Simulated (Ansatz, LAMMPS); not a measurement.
# Which site? a vacancy of O in amorphous 14HfO2-86SiO2 (mol %) (84 atoms): runs compared

Aim: make a vacancy of O at several sites of amorphous 14HfO2-86SiO2 (mol %) (84 atoms), relax each, and compare their energies.

Computed with Ansatz 0.2.0: Kohn-Sham DFT, PBE, PAW (set soft_2), plane waves.

**1. The cell as built**

The cell holds 84 atoms: 4 Hf, 24 Si and 56 O. Cell: a = 10.780 Å, b = 10.780 Å, c = 10.780 Å, α = 90.0°, β = 90.0°, γ = 90.0°. 84 atoms (4 Zr, 24 Si, 56 O) placed at random at 2.56 g/cm³, melted at 5000 K for 10 ps at fixed volume with the Morse and Coulomb pair potential with partial charges (Pedone, Malavasi, Menziani, Cormack and Segre, J. Phys. Chem. B 110, 11780 (2006)). Quenched from 5000 K to 300 K at 50 K/ps and fixed volume, held 5 ps, then minimised at fixed cell. Then Zr was replaced by Hf (the potential has no terms for the new elements, so the cell is a start for a DFT relaxation).

What the set-up can't give: The quench rate of 50 K/ps is orders of magnitude faster than experiment, which tends to freeze in extra defects. The starting topology of bonds comes from the classical model, and needn't be the one that DFT or experiment would give. The Brillouin zone is sampled at Γ only, in a cell whose shortest periodic width is 11 Å. Spin–orbit coupling is left out, which matters for the levels of the heavy elements.

**2. The reference run**

The reference is a single point at the end of the relaxation.

Every defect cell starts from the geometry of this run and is relaxed in the fixed cell.

Its input, with most atom lines left out:

```yaml
crystal:
  lattice:
    - [10.7805, 0.0, 0.0]
    - [0.0, 10.7805, 0.0]
    - [0.0, 0.0, 10.7805]
  atoms:
    - { symbol: Hf, position: [0.09934, 0.42109, 0.33801] }
    - { symbol: Hf, position: [0.16295, 0.04183, 0.92901] }
    - { symbol: Hf, position: [0.89182, 0.5208, 0.12356] }
    - { symbol: Hf, position: [0.85408, 0.99631, 0.02097] }
    - { symbol: Si, position: [0.10387, 0.58196, 0.61403] }
    - { symbol: Si, position: [0.67693, 0.06267, 0.5023] }
    - { symbol: Si, position: [0.73599, 0.852, 0.29774] }
    [... atom lines 8 to 84 left out ...]
kpoints:
  mp_grid: { grid: [1, 1, 1] }
hamiltonian:
  xc: pbe
scf:
  occupations: { method: fermi_dirac, width: 0.025 }
output:
  forces: true
  stress: true
  populations: true
  dos:
    method: { smearing: { sigma: 0.08 } }
    de: 0.1
    projected: { site_lists: { Hf: [Hf], O: [O], Si: [Si] } }
  eigenvalues: true
  write_density: true
  write_potential: true
  volumetric_format: npy
```

| Property | Result |
| --- | --- |
| free energy per atom | -1309.7019 eV/atom |
| r.m.s. force component | 0.00879 eV/Å |
| pressure | -3.28 GPa |

Filled and empty levels are parted by 4.30 eV (at Γ alone); a semilocal functional tends to put such gaps too low. In a disordered cell it changes from sample to sample, and tail or defect levels can set it.

**3. The runs**

Each row is one run, on 4 threads of AMD EPYC (Zen 3), shared host. The free energy is the program's total, comparable only between runs with the same functional, potentials and atoms.

```csv
run,atoms,outcome,"ionic steps, all passes",free energy (eV),time,host memory (GiB)
Single point at the start,84,converged,-,-110011.374,51 s,1.6
Relaxation,84,converged,8,-110014.963,7.4 min,1.5
Single point at the relaxed geometry,84,converged,-,-110014.963,61 s,1.6
"Vacancy of O, site O62",83,converged,16,-109445.574,15 min,1.6
"Vacancy of O, site O81",83,converged,19,-109444.528,15 min,1.6
"Vacancy of O, site O79",83,converged,12,-109444.598,13 min,1.6
"Vacancy of O, site O30",83,converged,10,-109445.015,12 min,1.6
"Vacancy of O, site O48",83,converged,15,-109444.006,15 min,1.6
"Vacancy of O, site O53",83,converged,11,-109444.515,6.4 min,1.6
"Vacancy of O, site O42",83,converged,12,-109444.477,6.9 min,1.6
"Vacancy of O, site O78",83,converged,11,-109444.283,8 min,1.6
```

In some runs the program notes that the exchange-correlation potential is rough where the density is thin.

The surroundings of site O62, the cheapest one, after relaxation: 13 atoms, nearest first, with positions taken from that point. Atoms keep their numbers of the cell before the removal, where the removed atom was number 62.

```csv
atom,x,y,z,distance (Å),bonds
Si12,0.23,0.66,-1.00,1.22,4
Si13,0.03,-1.13,0.55,1.26,4
O38,-0.87,1.80,-0.52,2.07,2
O61,-1.55,-1.22,1.03,2.22,2
O71,1.77,1.23,-0.87,2.33,2
O72,1.16,-1.08,1.76,2.37,2
O59,0.32,-2.52,-0.26,2.55,2
O77,0.12,0.21,-2.62,2.63,2
Si22,-2.75,-0.47,1.88,3.36,4
Hf2,-2.36,2.62,0.53,3.57,5
O48,-3.35,0.82,0.96,3.59,3
O54,-1.82,0.17,3.13,3.63,2
Si26,3.26,0.95,-1.50,3.71,4
```

The column of bonds counts only the pairs O-Si within 2.12 Å, O-Hf within 2.82 Å, Si-Si within 2.51 Å; other neighbours, such as metal atoms beside each other in a compound, aren't counted, and periodic images can show an atom twice.

**4. The sites compared**

All these cells hold the same atoms, so their energies can be compared with no chemical potential.

```csv
site,neighbours,mean distance (Å),atoms within 6 Å,energy over the best site (eV),before relaxation (eV),gain on relaxing (eV)
O62,Si2,1.61,58,0.00,0.10,1.61
O30,Si2,1.63,59,0.56,0.00,0.96
O79,Si2,1.65,59,0.98,0.02,0.56
O81,Hf2Si,2.08,57,1.05,0.04,0.51
O53,HfSi,1.88,63,1.06,0.00,0.46
O42,Si2,1.64,66,1.10,0.32,0.74
O78,Si2,1.65,61,1.29,0.20,0.43
O48,HfSi,1.84,56,1.57,0.32,0.27
```

Neighbours are those of the relaxed host within 2.08 Å (O-Si), 2.82 Å (O-Hf); other pairs aren't counted.

**5. Findings**

The cheapest site is O62 (2 neighbours, Si2); the dearest, O48 (2 neighbours, HfSi), costs 1.6 eV more. By coordination the energies over the best site are 0.00 to 1.57 eV with 2 neighbours and 1.05 eV with 3 neighbours. Relaxation changes the order: the best site before relaxing was O53.

Caveats: Defects are neutral and interact with their images. The defect cells ran without spin polarisation, so cut bonds can't carry moments. In a disordered cell the relaxation can also rearrange atoms far from the site. Only 8 of the 56 O sites were tried; unless symmetry makes the others alike to these, a cheaper one may exist. The pressure of -3.3 GPa says that the cell would shrink at this level of theory.

The DFT runs together took 1.7 h of wall time.

[Logs are printed without paths, hosts, clocks, repeated set-up lines and the standing remarks that a program may print on its own settings, such as how far it seeks lower states.]

[Hosts, paths, dates, database ids (printed as entryN), source tags and the programs' standing remarks are cut or masked in the printed files.]
